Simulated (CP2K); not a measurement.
The C K edge of silylketene was computed by TDDFT (CP2K XAS_TDP, aug-pc-1, TDA) at these levels: BHandHLYP, PBEh(45%) and PBEh(45%) + GW2X. The first three lines of C2 (bonded to C and O) with a strength over 0.0015, energy in eV and strength:

```tsv
run	first	second	third
1	284.27 (0.082)	286.63 (0.077)	291.31 (0.002)
2	288.90 (0.077)	291.23 (0.072)	295.59 (0.002)
3	282.28 (0.078)	284.61 (0.074)	288.97 (0.002)
```

Which run is which?

Run 1: BHandHLYP (50 % exact exchange). Run 2: PBEh(45%) + GW2X (45 % exact exchange). Run 3: PBEh(45%) (45 % exact exchange). Self-interaction lifts the core level, so the uncorrected lines rise with the share of exact exchange. The GW2X run keeps the spacings of its parent: 2.33 eV between the first two lines in run 2, 2.33 eV in run 3. Its shift is +6.62 eV, since the Kohn–Sham level at this share of exchange lies that far above the quasiparticle level.

[Banner, clock and machine lines of the logs are left out without a mark of their own.]

[Logs are printed without paths, hosts, clocks, repeated set-up lines and the standing remarks that a program may print on its own settings, such as how far it seeks lower states.]

[Hosts, paths, dates, database ids (printed as entryN), source tags and the programs' standing remarks are cut or masked in the printed files.]
